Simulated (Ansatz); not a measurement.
Rows from a G0W0 calculation on BaTiO3 (Barioperovskite) (Ansatz 0.2.0; G0W0 on LDA, plane waves, PAW; 4×4×4 mesh, 236 empty bands, screening to 138 eV), in eV. Spin-orbit coupling is left out.

| row | Σx | Σc | Vxc | Z |
| --- | --- | --- | --- | --- |
| A | -25.75 | 4.66 | -20.90 | 0.71 |
| B | -14.68 | -7.82 | -23.85 | 0.67 |
| C | -12.75 | -6.43 | -20.57 | 0.73 |
| D | -12.62 | -6.54 | -20.56 | 0.73 |
| E | -14.70 | -7.90 | -23.96 | 0.66 |
| F | -25.97 | 4.33 | -21.45 | 0.72 |

Q: Which rows are filled states and which are empty ones, and how can one tell?

Filled: A and F. Empty: B, C, D and E. The sign of Σc tells: for a filled state bare exchange, which holds its interaction with itself, lies below Vxc (Σx − Vxc is -4.5 eV or lower here) and screening gives part back as a positive Σc. For an empty state Σx lies above Vxc (+7.8 eV or more) and the Coulomb hole leaves Σc negative.

[Runs of the session that timed out or met a known fault of the program may be left out.]

[Cells called generated may have been cut or substituted from an entry of the Crystallography Open Database or the Materials Project.]

[Hosts, paths, dates, database ids (printed as entryN), source tags and the programs' standing remarks are cut or masked in the printed files.]
